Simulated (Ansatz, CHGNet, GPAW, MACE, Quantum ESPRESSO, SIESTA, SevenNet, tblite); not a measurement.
**Codes compared on KH6C3NO5 (P2_1/c) (64 atoms)**

Wanted: errors and costs of other methods on KH6C3NO5 (P2_1/c) (64 atoms). A plane-wave run serves as the reference.

Method: Kohn-Sham DFT, PBE, SSSP efficiency 1.3.0 pseudopotentials, plane waves, in Quantum ESPRESSO 7.5.

## Step 1: Set-up

The cell holds 64 atoms: 4 K, 24 H, 12 C, 4 N and 20 O. Its edges and angles: a = 7.457 Å, b = 13.002 Å, c = 6.816 Å, α = 90.0°, β = 105.4°, γ = 90.0°. It derives from KH6C3NO5 (P2_1/c), repeated 1×1×1. KH6C3NO5, space group P2_1/c, structure from the Crystallography Open Database, 1 x 1 x 1 conventional cells; every coordinate displaced by a Gaussian of 0.01 Å; bonds to H set to neutron lengths (C-H 1.089, N-H 1.015, O-H 0.983, B-H 1.19 Å) where the listed ones are shorter. Then every atom was moved at random, 0.05 Å r.m.s. a Cartesian component (hydrogen 0.6 of that).

## Step 2: Plane-wave reference

The input, pw.in:

```
&control
  calculation = 'scf'
  pseudo_dir = './pseudo'
  outdir = './tmp'
  disk_io = 'none'
  tprnfor = .true.
  tstress = .true.
/
&system
  ibrav = 0
  nat = 64
  ntyp = 5
  ecutwfc = 60
  ecutrho = 480
  nosym = .true.
  occupations = 'smearing'
  smearing = 'fd'
  degauss = 0.003675
/
&electrons
  conv_thr = 3.2e-07
  electron_maxstep = 100
  mixing_beta = 0.4
  mixing_mode = 'plain'
  diagonalization = 'david'
/
ATOMIC_SPECIES
K 39.098 K.upf
H 1.008 H.upf
C 12.011 C.upf
N 14.007 N.upf
O 15.999 O.upf
CELL_PARAMETERS angstrom
7.45700 0.00000 0.00000
0.00000 13.00200 0.00000
-1.81118 0.00000 6.57096
ATOMIC_POSITIONS crystal
K 0.49354 0.63839 0.07791
K 0.49071 0.14022 0.40100
K 0.49405 0.36167 0.89725
K 0.50933 0.86276 0.59056
H 0.97627 0.73521 0.95355
H 0.03137 0.23085 0.55864
H 0.03291 0.26555 0.06223
H 0.96676 0.77429 0.44276
H 0.97824 0.85450 0.82802
H 0.01695 0.35285 0.66833
H 0.00880 0.14755 0.16046
H 0.98465 0.64285 0.33300
[... 48 atom lines left out ...]
O 0.76387 0.51916 0.03961
O 0.21963 0.01292 0.44439
O 0.21432 0.48719 0.95221
O 0.77521 0.98540 0.54028
K_POINTS gamma
```

Launch:

```
$ OMP_NUM_THREADS=1 mpirun -np 2 pw.x -in pw.in > output.txt
```

What it wrote:

```text
Program PWSCF
     gamma-point specific algorithms are used
     Parallelization info
     sticks:   dense  smooth     PW     G-vecs:    dense   smooth      PW
     Min        6620    3302    827               381693   135001   16857
     Max        6621    3303    828               381696   135002   16858
     Sum       13241    6605   1655               763389   270003   33715
     bravais-lattice index     =            0
     lattice parameter (alat)  =      14.0917  a.u.
     unit-cell volume          =    4299.3196 (a.u.)^3
     number of atoms/cell      =           64
     number of atomic types    =            5
     number of electrons       =       248.00
     number of Kohn-Sham states=          149
     kinetic-energy cutoff     =      60.0000  Ry
[... lines left out ...]
     scf convergence threshold =      3.2E-07
[... lines left out ...]
     number of k points=     1  Fermi-Dirac smearing, width (Ry)=  0.0037
[... lines left out ...]
     total energy              =   -1614.76789742 Ry
[... lines left out ...]
     total energy              =   -1615.98756436 Ry
[... lines left out ...]
     total energy              =   -1616.07615736 Ry
[... lines left out ...]
     total energy              =   -1616.09361056 Ry
[... lines left out ...]
     total energy              =   -1616.09361148 Ry
[... lines left out ...]
   -19.6655 -19.2904 -18.9257 -18.8503 -18.7307 -18.5795 -18.2046 -17.8801
   -17.7885 -17.7439 -17.4251 -17.1846 -16.9222 -16.8089 -16.7039 -16.2615
[...]
6.2167   6.3374   6.6171   6.7452   6.9794   7.6455   8.0041   8.1975
     8.3208   8.8170   8.9266   9.3045   9.4155   9.5391   9.6342   9.8286
     9.8905  10.1106  10.2295  10.2977  10.3877
     the Fermi energy is     3.9064 ev
!    total energy              =   -1616.09361166 Ry
     estimated scf accuracy    <       0.00000013 Ry
     smearing contrib. (-TS)   =      -0.00000000 Ry
     internal energy E=F+TS    =   -1616.09361166 Ry
     The total energy is F=E-TS. E is the sum of the following terms:
     one-electron contribution =    -603.85088163 Ry
     hartree contribution      =     410.16663833 Ry
     xc contribution           =    -288.52089735 Ry
     ewald contribution        =    -647.96541404 Ry
     one-center paw contrib.   =    -485.92305697 Ry
     convergence has been achieved in  11 iterations
     Forces acting on atoms (cartesian axes, Ry/au):
     atom    1 type  1   force =    -0.00074183    0.00091977    0.01398354
     atom    2 type  1   force =     0.00546323    0.00381983   -0.00035061
     atom    3 type  1   force =     0.00086711    0.00086297    0.00120520
[...]
atom   63 type  5   force =     0.15874350   -0.10177430    0.13913221
     atom   64 type  5   force =    -0.08365656   -0.00373344    0.02360021
     Total force =     1.085132     Total SCF correction =     0.000581
     Computing stress (Cartesian axis) and pressure
          total   stress  (Ry/bohr**3)                   (kbar)     P=       17.00
   0.00021381   0.00010820   0.00024783           31.45       15.92       36.46
   0.00010820  -0.00005307   0.00024848           15.92       -7.81       36.55
   0.00024783   0.00024848   0.00018591           36.46       36.55       27.35
     Message from routine punch:
     Nothing written, as per user request (disk_io='none')
```

The job ended after 74 s (2 MPI ranks of Arm Neoverse V2, shared host; peak memory 1.6 GiB; 2.5 min of CPU time).

Banners, paths, timers and routine set-up lines are dropped from the logs unmarked, and long logs keep their key lines alone; longer cuts are marked.

Numbers from this run:

```
r.m.s. force component                           : 2.014 eV/Å
longest force                                    : 9.847 eV/Å
pressure                                         : 1.7 GPa
gap (highest filled to lowest empty level) : 3.547 eV
```

## Step 3: What was run beside it

The programs:
- CHGNet: machine-learned potential, published weights.
- GPAW 26.7.0: PAW with atomic orbitals (LCAO), plane waves or a real-space grid of spacing h.
- MACE: machine-learned potential, published weights.
- Quantum ESPRESSO 7.5: plane waves; labels (QE) give functional, pseudopotential set and cutoffs of waves/density.
- SIESTA 5.4.2: numerical atomic orbitals, whose automatically made sets are far from complete, with PseudoDojo norm-conserving potentials that we converted to its format (checked against plane waves on the same files for H, C, O, Si, Ge and Ca alone); labels give functional, basis size, energy shift and mesh cutoff.
- SevenNet: machine-learned potential, published weights.
- tblite 0.8.0: extended tight binding, driven from Python.

All use the same cell and atoms; the electronic-structure runs use the same k-mesh, and an electronic temperature of 580 K (0.05 eV) where levels are smeared.

Differences are against the plane-wave reference, forces as r.m.s. over components; share is that over the reference's r.m.s. force, slope the least-squares factor from reference forces to these. Total energies of different programs have different zeros and aren't compared.

| run | Δ force, r.m.s. (meV/Å) | share (%) | slope | Δ pressure (GPa) | Δ gap (eV) | cores | CPU time | memory (GiB) |
| --- | --- | --- | --- | --- | --- | --- | --- | --- |
| reference | - | - | - | - | - | 2 | 2.5 min | 1.6 |
| CHGNet 0.3.0 potential | 433 | 21.5 | 0.888 | 0.691 | - | 1 | 3.5 s | 1.4 |
| GPAW PBE, LCAO dzp, h 0.18 Å | 428 | 21.3 | 1.068 | - | 0.0239 | 1 | 89 s | 0.83 |
| GPAW PBE, LCAO dzp, h 0.18 Å, other mixer settings | 428 | 21.3 | 1.068 | - | 0.0235 | 2 | 2.1 min | 0.99 |
| GPAW PBE, LCAO sz(dzp), h 0.18 Å (coarse) | 2766 | 137 | 1.277 | - | -0.499 | 1 | 34 s | 0.64 |
| GPAW revPBE, LCAO dzp, h 0.18 Å | 433 | 21.5 | 1.070 | - | 0.0692 | 1 | 90 s | 0.83 |
| MACE MP-0b2 small potential | 211 | 10.5 | 0.980 | 0.277 | - | 1 | 7.1 s | 0.66 |
| QE PBE, dojo-0.4.1-standard, 80/320 Ry | 116 | 5.77 | 0.979 | -0.46 | 0.0011 | 2 | 1.8 min | 0.78 |
| SIESTA PBE, DZP, shift 0.002 Ry, mesh 500 Ry | 401 | 19.9 | 1.065 | 3.48 | -3.0e-4 | 2 | 5.4 min | 1.8 |
| SIESTA PBE, DZP, shift 0.01 Ry, mesh 500 Ry | 306 | 15.2 | 1.054 | 1.86 | 0.0214 | 2 | 2.5 min | 1.3 |
| SIESTA PBE, SZ, shift 0.02 Ry, mesh 500 Ry (coarse) | 2716 | 135 | 1.292 | 18.7 | -0.571 | 1 | 38 s | 0.48 |
| SIESTA PBE, SZP, shift 0.01 Ry, mesh 500 Ry (coarse) | 1329 | 66.0 | 1.162 | 8.14 | -0.103 | 2 | 2.1 min | 1.2 |
| SIESTA PBE, TZP, shift 0.01 Ry, mesh 500 Ry | 281 | 14.0 | 1.044 | 1.50 | 0.012 | 2 | 3.2 min | 1.4 |
| SevenNet 0 potential | 228 | 11.3 | 0.988 | -0.256 | - | 1 | 7.4 s | 0.91 |
| tblite GFN1-xTB | 493 | 24.5 | 0.965 | -4.76 | - | 1 | 2.1 s | 0.12 |

Rows marked coarse were listed beforehand as settings not expected to be converged; some can still land near the reference.

Times of the machine-learned potentials are mostly Python's start and the loading of weights.

CPU time is summed over cores on a shared host, where runs went side by side, so it is rough. Symmetry, cutoffs, thresholds, outputs and thread counts weren't matched or tuned between programs; memory under MPI is the largest rank's times the ranks.

Mean charges by element (e), by run and scheme:

| run | scheme | K | H | C | N | O |
| --- | --- | --- | --- | --- | --- | --- |
| SIESTA PBE, DZP, shift 0.002 Ry, mesh 500 Ry | Hirshfeld | +0.28 | +0.08 | +0.09 | -0.02 | -0.20 |
| SIESTA PBE, DZP, shift 0.01 Ry, mesh 500 Ry | Hirshfeld | +0.23 | +0.06 | +0.09 | 0.00 | -0.18 |
| SIESTA PBE, TZP, shift 0.01 Ry, mesh 500 Ry | Hirshfeld | +0.24 | +0.06 | +0.10 | 0.00 | -0.18 |
| tblite GFN1-xTB | Mulliken | +0.56 | +0.26 | +0.31 | -0.10 | -0.58 |

Within one program, basis, potentials and functional, energies share a zero. Each run against its twin at the usual cutoff or grid and solver:

| run | twin | Δ energy (meV/atom) | Δ force, r.m.s. (meV/Å) | CPU time over the twin's |
| --- | --- | --- | --- | --- |
| GPAW PBE, LCAO dzp, h 0.18 Å, other mixer settings | LCAO dzp, h 0.18 Å | -1.0e-4 | 1.86 | 1.4 (this twin ran on 1 cores) |

## Step 4: Results

```
reference r.m.s. force component                       : 2.01 eV/Å
nearest in forces                                      : QE PBE, dojo-0.4.1-standard, 80/320 Ry, 5.8 %
farthest in forces                                     : GPAW PBE, LCAO sz(dzp), h 0.18 Å (coarse), 137 %
cheapest electronic-structure run beside the reference : tblite GFN1-xTB, 2.1 s of CPU time
```

PBE on plane waves or a grid with other potentials, cutoffs or grids, coarse settings apart, differs from the reference by 5.8 % (QE PBE, dojo-0.4.1-standard, 80/320 Ry) of the r.m.s. force; this holds the reference's own error, so differences of a few per cent don't tell which side is nearer the exact PBE result. The PBE runs in local orbitals, coarse settings apart, differ by 14 % (SIESTA PBE, TZP, shift 0.01 Ry, mesh 500 Ry) to 21 % (GPAW PBE, LCAO dzp, h 0.18 Å, other mixer settings); basis, grid and potentials can all enter. Tight binding differs by 24 % (tblite GFN1-xTB); it is another model, with fitted parameters of its own, and the xTB methods hold dispersion. Machine-learned potentials differ by 10 % (MACE MP-0b2 small potential) to 22 % (CHGNet 0.3.0 potential); they were trained on other programs' data. Rows with another functional or a dispersion term differ by 21 % (GPAW revPBE, LCAO dzp, h 0.18 Å), which mixes the change of model with differences of basis and potentials. Runs with settings chosen to be coarse differ by 66 % (SIESTA PBE, SZP, shift 0.01 Ry, mesh 500 Ry) to 137 % (GPAW PBE, LCAO sz(dzp), h 0.18 Å), their programs' other errors included. Of the electronic-structure runs that take under half the reference's CPU time, tblite GFN1-xTB comes nearest, at 24 % in 2.1 s against 2.5 min; its pressure misses by -4.8 GPa. At the same functional, gaps differ from the reference's 3.55 eV by between -0.57 and +0.02 eV. These are spacings on the run's k-points, which needn't hold the band edges. In pressure, SIESTA PBE, SZ, shift 0.02 Ry, mesh 500 Ry misses by +18.7 GPa, at the same functional. Charges hang on model, scheme and program or settings: among these rows the mean for O runs from -0.58 to -0.18 e. In the reference: filled and empty levels are parted by 3.55 eV on the run's k-points; the mesh holds the band edges only if they fold onto it, so the gap at this level can be narrower or closed, while semilocal functionals tend to narrow gaps against experiment. Periodic xTB results under one method name differ between programs and library versions. With short bonds to hydrogen, sets of potentials differ among themselves by several per cent in forces even at converged cutoffs, so the reference isn't exact here either. The reference's pressure holds the uncorrected Pulay stress of its 60 Ry basis, so small pressure differences, and their order, may be the reference's own error. Machine-learned potentials mimic data converged in k, so the reference's own k-point error enters their differences. The reference's stress is far from hydrostatic: its diagonal is 3.1, -0.8, 2.7 GPa, compression counted positive. The reference's PBE has no dispersion term, which matters for the binding between molecules or layers. The published positions, changed by the recipe (random displacements or longer bonds to H), lie far from the minimum at this level of theory. The reference's pressure of 1.7 GPa belongs to a cell and atoms that aren't relaxed at this level. The electronic-structure runs sample only Γ, in a cell whose shortest periodic width is 7 Å.

[Also dropped from logs without a mark: logging warnings of Python, and SIESTA's first energy breakdown and zero terms.]

[Logs are printed without paths, hosts, clocks, repeated set-up lines and the standing remarks that a program may print on its own settings, such as how far it seeks lower states.]

[Hosts, paths, dates, database ids (printed as entryN), source tags and the programs' standing remarks are cut or masked in the printed files.]
